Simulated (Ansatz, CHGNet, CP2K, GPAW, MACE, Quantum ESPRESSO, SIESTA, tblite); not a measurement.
# Codes compared on generalised stacking fault on (112) of a Nb-Li solid solution (54 atoms)

Aim: run generalised stacking fault on (112) of a Nb-Li solid solution (54 atoms) in several programs and set results and cost side by side. A plane-wave run serves as the reference.

Calculated with Quantum ESPRESSO 7.5; Kohn-Sham DFT, PBE, SSSP efficiency 1.3.0 pseudopotentials, plane waves.

## Step 1: Set-up

The cell holds 54 atoms: 30 Nb and 24 Li. Its edges and angles: a = 8.820 Å, b = 4.801 Å, c = 25.166 Å, α = 90.0°, β = 87.8°, γ = 90.0°. Bcc Nb lattice (a = 3.3949 Å, the value set for the mixture), cell with z along [112], 3 x 1 x 3 periods; the third cell vector is tilted by 0.333 of 1/2<111> (its sense, twinning or antitwinning, isn't checked) and lengthened by 0.2 Å, so the cell holds one fault; displaced by a Gaussian of 0.01 Å; 24 of 54 Nb sites given to Li at random (lattice constant by Vegard's rule between Nb and Li). Then every atom was moved at random, 0.05 Å r.m.s. a Cartesian component. The structure's axis is c.

## Step 2: The reference run

pw.in reads:

```
&control
  calculation = 'scf'
  pseudo_dir = './pseudo'
  outdir = './tmp'
  disk_io = 'none'
  tprnfor = .true.
  tstress = .true.
/
&system
  ibrav = 0
  nat = 54
  ntyp = 2
  ecutwfc = 45
  ecutrho = 360
  nosym = .true.
  occupations = 'smearing'
  smearing = 'fd'
  degauss = 0.003675
/
&electrons
  conv_thr = 2.7e-07
  electron_maxstep = 100
  mixing_beta = 0.2
  mixing_mode = 'local-TF'
  diagonalization = 'david'
/
ATOMIC_SPECIES
Nb 92.906 Nb.upf
Li 6.940 Li.upf
CELL_PARAMETERS angstrom
8.82021 0.00000 0.00000
0.00000 4.80111 0.00000
0.98001 0.00000 25.14732
ATOMIC_POSITIONS crystal
Nb 0.55275 0.99223 0.99178
Nb 0.22767 0.98749 0.99104
Li 0.89346 0.00375 0.99489
Nb 0.76692 0.50888 0.05166
Nb 0.44341 0.49407 0.05265
Li 0.10851 0.49941 0.05595
Li 0.87420 0.99540 0.11047
Li 0.55083 0.99452 0.11003
Nb 0.19911 0.00871 0.11167
Nb 0.64843 0.50553 0.16501
Li 0.31611 0.50527 0.16768
Li 0.97197 0.50587 0.16899
[... 38 atom lines left out ...]
Nb 0.00466 0.00241 0.88308
Nb 0.78630 0.48442 0.93592
Li 0.44923 0.50258 0.93870
Li 0.11556 0.50409 0.93558
K_POINTS gamma
```

Run with:

```
$ OMP_NUM_THREADS=1 mpirun -np 2 pw.x -in pw.in > output.txt
```

The program printed:

```text
Program PWSCF
     gamma-point specific algorithms are used
     Parallelization info
     sticks:   dense  smooth     PW     G-vecs:    dense   smooth      PW
     Min        2171    1085    269               414626   146601   18324
     Max        2172    1088    272               414627   146620   18327
     Sum        4343    2173    541               829253   293221   36651
     bravais-lattice index     =            0
     lattice parameter (alat)  =      16.6678  a.u.
     unit-cell volume          =    7186.3587 (a.u.)^3
     number of atoms/cell      =           54
     number of atomic types    =            2
     number of electrons       =       462.00
     number of Kohn-Sham states=          277
     kinetic-energy cutoff     =      45.0000  Ry
[... lines left out ...]
     total energy              =  -10520.54059560 Ry
[... lines left out ...]
     total energy              =  -10192.96941133 Ry
[... lines left out ...]
     total energy              =  -10391.26218199 Ry
[... lines left out ...]
     c_bands:  3 eigenvalues not converged
[... lines left out ...]
     c_bands:  3 eigenvalues not converged
[... lines left out ...]
     c_bands:  1 eigenvalues not converged
[... lines left out ...]
     total energy              =  -10374.06797983 Ry
[... lines left out ...]
     total energy              =  -10374.06797985 Ry
[... lines left out ...]
   -45.4861 -45.4712 -45.4657 -45.4390 -45.4066 -45.3978 -45.3739 -45.3649
   -45.3415 -45.3266 -45.3095 -45.2985 -45.2970 -45.2413 -45.2204 -45.1732
[...]
10.4359  10.4424  10.5119  10.5737  10.6533  10.6822  10.7288  10.7509
    10.7658  10.7933  10.8986  10.9362  10.9672  10.9942  11.0158  11.0581
    11.0853  11.1378  11.1699  11.2520  11.2740
     the Fermi energy is     9.3388 ev
!    total energy              =  -10374.06797981 Ry
     estimated scf accuracy    <       0.00000010 Ry
     smearing contrib. (-TS)   =      -0.03599374 Ry
     internal energy E=F+TS    =  -10374.03198607 Ry
     The total energy is F=E-TS. E is the sum of the following terms:
     one-electron contribution =   -2879.01106164 Ry
     hartree contribution      =    1555.44643074 Ry
     xc contribution           =    -944.57991909 Ry
     ewald contribution        =   -1851.34560372 Ry
     one-center paw contrib.   =   -6254.54183236 Ry
     convergence has been achieved in  43 iterations
     Forces acting on atoms (cartesian axes, Ry/au):
     atom    1 type  1   force =     0.08211055    0.00478937   -0.01436896
     atom    2 type  1   force =     0.07075129    0.00958293    0.05109821
     atom    3 type  2   force =    -0.01133082   -0.00291255    0.00305431
[...]
atom   53 type  2   force =    -0.01459652   -0.00103550   -0.00520307
     atom   54 type  2   force =     0.01296555   -0.00562589    0.01242954
     Total force =     0.413506     Total SCF correction =     0.000902
     Computing stress (Cartesian axis) and pressure
          total   stress  (Ry/bohr**3)                   (kbar)     P=     -123.95
  -0.00064541   0.00000195   0.00027281          -94.94        0.29       40.13
   0.00000195  -0.00152613  -0.00000704            0.29     -224.50       -1.04
   0.00027281  -0.00000704  -0.00035626           40.13       -1.04      -52.41
     Message from routine punch:
     Nothing written, as per user request (disk_io='none')
```

Run time: 10 min. Hardware: 2 MPI ranks of Arm Neoverse V1, shared host; peak memory 2.3 GiB.

Banners, paths, timers and routine set-up lines are dropped from the logs unmarked, and long logs keep their key lines alone; longer cuts are marked.

Numbers from this run:

| Quantity | Value |
| --- | --- |
| r.m.s. force component | 0.8353 eV/Å |
| longest force | 3.321 eV/Å |
| pressure | -12.39 GPa |

## Step 3: Local order

g(r), total and by pair (bins of 0.2 Å):

| r (Å) | total | Nb-Nb | Nb-Li | Li-Li |
| --- | --- | --- | --- | --- |
| 2.70 | 0.23 | 0.12 | 0.31 | 0.19 |
| 2.90 | 5.58 | 5.96 | 5.50 | 5.16 |
| 3.10 | 1.47 | 1.02 | 1.70 | 1.60 |
| 3.30 | 1.87 | 2.11 | 1.57 | 2.25 |
| 3.50 | 2.03 | 2.30 | 1.72 | 2.34 |
| 3.70 | 0.00 | 0.00 | 0.00 | 0.00 |
| 3.90 | 0.00 | 0.00 | 0.00 | 0.00 |
| 4.10 | 0.12 | 0.06 | 0.14 | 0.17 |
| 4.30 | 0.08 | 0.05 | 0.13 | 0.00 |
| 4.50 | 0.00 | 0.00 | 0.00 | 0.00 |
| 4.70 | 1.60 | 2.01 | 1.27 | 1.77 |
| 4.90 | 2.17 | 2.64 | 1.47 | 3.21 |
| 5.10 | 0.20 | 0.18 | 0.18 | 0.29 |
| 5.30 | 0.15 | 0.14 | 0.19 | 0.10 |
| 5.50 | 1.81 | 1.74 | 1.81 | 1.90 |
| 5.70 | 3.85 | 3.77 | 4.05 | 3.47 |
| 5.90 | 1.48 | 1.52 | 1.41 | 1.57 |
| 6.10 | 0.15 | 0.15 | 0.16 | 0.12 |
| 6.30 | 0.25 | 0.26 | 0.20 | 0.33 |
| 6.50 | 0.13 | 0.09 | 0.18 | 0.07 |
| 6.70 | 0.46 | 0.56 | 0.40 | 0.45 |
| 6.90 | 0.54 | 0.40 | 0.64 | 0.53 |
| 7.10 | 0.05 | 0.08 | 0.04 | 0.06 |
| 7.30 | 1.52 | 1.50 | 1.45 | 1.71 |
| 7.50 | 3.32 | 3.42 | 3.33 | 3.11 |
| 7.70 | 1.41 | 1.42 | 1.40 | 1.46 |
| 7.90 | 0.11 | 0.12 | 0.07 | 0.19 |

## Step 4: The other programs

The programs:
- CHGNet: machine-learned potential, published weights.
- CP2K 2026.2: Gaussian basis with GTH pseudopotentials and a plane-wave density; labels give functional, basis (MOLOPT sets; SR short-range, UZH the newer set with its own potentials), grid cutoff/relative cutoff and solver (OT: orbital transformation; TRS4, TC2, SIGN: linear-scaling purification with its sparsity filter), or its built-in tight binding.
- MACE: machine-learned potential, published weights.
- Quantum ESPRESSO 7.5: plane waves; labels (QE) give functional, pseudopotential set and cutoffs of waves/density.
- SIESTA 5.4.2: numerical atomic orbitals, whose automatically made sets are far from complete, with PseudoDojo norm-conserving potentials that we converted to its format (checked against plane waves on the same files for H, C, O, Si, Ge and Ca alone); labels give functional, basis size, energy shift and mesh cutoff.

All use the same cell and atoms; the electronic-structure runs use the same k-mesh, and an electronic temperature of 580 K (0.05 eV) where levels are smeared.

Differences are against the plane-wave reference, forces as r.m.s. over components; share is that over the reference's r.m.s. force, slope the least-squares factor from reference forces to these. Total energies of different programs have different zeros and aren't compared.

| run | Δ force, r.m.s. (meV/Å) | share (%) | slope | Δ pressure (GPa) | cores | CPU time | memory (GiB) |
| --- | --- | --- | --- | --- | --- | --- | --- |
| reference | - | - | - | - | 2 | 21 min | 2.3 |
| CHGNet 0.3.0 potential | 691 | 82.7 | 0.281 | 3.18 | 1 | 3.8 s | 0.76 |
| CHGNet r2SCAN potential | 700 | 83.8 | 0.304 | 1.52 | 1 | 3.5 s | 0.76 |
| CP2K PBE, DZVP-MOLOPT-SR, 280/50 Ry, diagonalisation (coarse) | 54.6 | 6.54 | 1.008 | 0.717 | 2 | 24 min | 1.5 |
| CP2K PBE, DZVP-MOLOPT-SR, 400/50 Ry, diagonalisation (coarse) | 31.4 | 3.76 | 1.007 | 0.608 | 2 | 29 min | 2.1 |
| CP2K PBE, DZVP-MOLOPT-SR, 800/50 Ry, diagonalisation | 31.3 | 3.75 | 1.007 | 0.607 | 4 | 26 min | 6.7 |
| CP2K PBE, SZV-MOLOPT-SR, 800/50 Ry, diagonalisation (coarse) | 503 | 60.2 | 1.051 | 1.21 | 2 | 13 min | 4.5 |
| CP2K PBE, TZVP-UZH, 800/50 Ry, diagonalisation | 27.8 | 3.32 | 1.016 | 0.530 | 4 | 22 min | 6.8 |
| MACE MPA-0 medium potential | 738 | 88.4 | 0.226 | 2.89 | 1 | 7.6 s | 0.81 |
| QE PBE, sssp-1.3.0-efficiency, 20/160 Ry (coarse) | 149 | 17.9 | 1.007 | -61.3 | 2 | 8.9 min | 0.72 |
| SIESTA PBE, DZP, shift 0.01 Ry, mesh 300 Ry | 36.1 | 4.32 | 1.008 | -0.564 | 2 | 11 min | 1.4 |
| SIESTA PBE, TZP, shift 0.01 Ry, mesh 300 Ry | 37.6 | 4.50 | 1.006 | -0.957 | 2 | 15 min | 1.6 |

Rows marked coarse were listed beforehand as settings not expected to be converged; some can still land near the reference.

Times of the machine-learned potentials are mostly Python's start and the loading of weights.

CPU time is summed over cores on a shared host, where runs went side by side, so it is rough. Symmetry, cutoffs, thresholds, outputs and thread counts weren't matched or tuned between programs; memory under MPI is the largest rank's times the ranks.

Runs without a result: CP2K GFN1-xTB, diagonalisation (not converged, the SCF not settling); GPAW PBE, LCAO dzp, h 0.2 Å (cut off at its time limit of 6.9 min); tblite GFN1-xTB (not converged); GPAW PBE, LCAO szp(dzp), h 0.2 Å (cut off at its time limit of 4.3 min); QE PBE, sssp-1.3.0-efficiency, 45/360 Ry, cg (cut off at its time limit of 6.5 min); GPAW PBE, LCAO dzp, h 0.15 Å (cut off at its time limit of 12 min); GPAW revPBE, LCAO dzp, h 0.2 Å (cut off at its time limit of 6.9 min).

Mean charges by element (e), by run and scheme:

| run | scheme | Nb | Li |
| --- | --- | --- | --- |
| CP2K PBE, DZVP-MOLOPT-SR, 800/50 Ry, diagonalisation | Mulliken | -0.16 | +0.20 |
| CP2K PBE, DZVP-MOLOPT-SR, 800/50 Ry, diagonalisation | Hirshfeld | +0.04 | -0.06 |
| CP2K PBE, TZVP-UZH, 800/50 Ry, diagonalisation | Mulliken | -0.04 | +0.05 |
| CP2K PBE, TZVP-UZH, 800/50 Ry, diagonalisation | Hirshfeld | +0.04 | -0.05 |
| SIESTA PBE, DZP, shift 0.01 Ry, mesh 300 Ry | Hirshfeld | +0.12 | -0.15 |
| SIESTA PBE, TZP, shift 0.01 Ry, mesh 300 Ry | Hirshfeld | +0.12 | -0.15 |

Within one program, basis, potentials and functional, energies share a zero. Each run against its twin at the usual cutoff or grid and solver:

| run | twin | Δ energy (meV/atom) | Δ force, r.m.s. (meV/Å) | CPU time over the twin's |
| --- | --- | --- | --- | --- |
| CP2K PBE, DZVP-MOLOPT-SR, 280/50 Ry, diagonalisation | DZVP-MOLOPT-SR, 800/50 Ry, diagonalisation | -1.78 | 46.5 | 0.92 (this twin ran on 4 cores) |
| CP2K PBE, DZVP-MOLOPT-SR, 400/50 Ry, diagonalisation | DZVP-MOLOPT-SR, 800/50 Ry, diagonalisation | -0.0168 | 1.21 | 1.1 (this twin ran on 4 cores) |
| QE PBE, sssp-1.3.0-efficiency, 20/160 Ry | sssp-1.3.0-efficiency, 45/360 Ry | 1931 | 149 | 0.43 |

## Step 5: Results

| Quantity | Value |
| --- | --- |
| reference r.m.s. force component | 0.835 eV/Å |
| nearest in forces | CP2K PBE, TZVP-UZH, 800/50 Ry, diagonalisation, 3.3 % |
| farthest in forces | MACE MPA-0 medium potential, 88 % |
| cheapest electronic-structure run beside the reference | QE PBE, sssp-1.3.0-efficiency, 20/160 Ry, 8.9 min of CPU time |

In words: The PBE runs in local orbitals, coarse settings apart, differ by 3.3 % (CP2K PBE, TZVP-UZH, 800/50 Ry, diagonalisation) to 4.5 % (SIESTA PBE, TZP, shift 0.01 Ry, mesh 300 Ry); basis, grid and potentials can all enter. Machine-learned potentials differ by 83 % (CHGNet 0.3.0 potential) to 88 % (MACE MPA-0 medium potential); they were trained on other programs' data, some at another functional. Among those trained on PBE data the slope goes as low as 0.23, with a correlation of 0.47, so directions differ as well as sizes. Runs with settings chosen to be coarse differ by 3.8 % (CP2K PBE, DZVP-MOLOPT-SR, 400/50 Ry, diagonalisation) to 60 % (CP2K PBE, SZV-MOLOPT-SR, 800/50 Ry, diagonalisation), their programs' other errors included. One electronic-structure run takes under half the reference's CPU time: QE PBE, sssp-1.3.0-efficiency, 20/160 Ry, at 18 % in 8.9 min against 21 min; its pressure misses by -61.3 GPa. In pressure, QE PBE, sssp-1.3.0-efficiency, 20/160 Ry misses by -61.3 GPa, at the same functional; a cutoff this low leaves a large Pulay stress. Charges hang on scheme and program or settings: among these rows the mean for Li runs from -0.15 to +0.20 e, even in sign. In the reference: levels near the Fermi energy are neither full nor empty under the smearing, so no gap is quoted. The potentials hold different valence shells: 462 electrons in the reference, 414 in GPAW; this bears on time and differences. The reference's pressure holds the uncorrected Pulay stress of its 45 Ry basis, so small pressure differences, and their order, may be the reference's own error. Machine-learned potentials mimic data converged in k, so the reference's own k-point error enters their differences. The cell is under 6 Å thick along one periodic direction, so every atom has periodic images of itself close by, which move with it and show among its neighbours and in g(r). The reference's stress is far from hydrostatic: its diagonal is -9.5, -22.4, -5.2 GPa, compression counted positive. The host structure and its lattice constant were typed by rule, without a check against the phase diagram. The reference's pressure of -12 GPa says that the cell would shrink at this level of theory. The electronic-structure runs sample only Γ, in a cell whose shortest periodic width is 5 Å, which is coarse for a cell with partly filled levels.

[Also dropped from logs without a mark: logging warnings of Python, and SIESTA's first energy breakdown and zero terms.]

[Logs are printed without paths, hosts, clocks, repeated set-up lines and the standing remarks that a program may print on its own settings, such as how far it seeks lower states.]

[Hosts, paths, dates, database ids (printed as entryN), source tags and the programs' standing remarks are cut or masked in the printed files.]
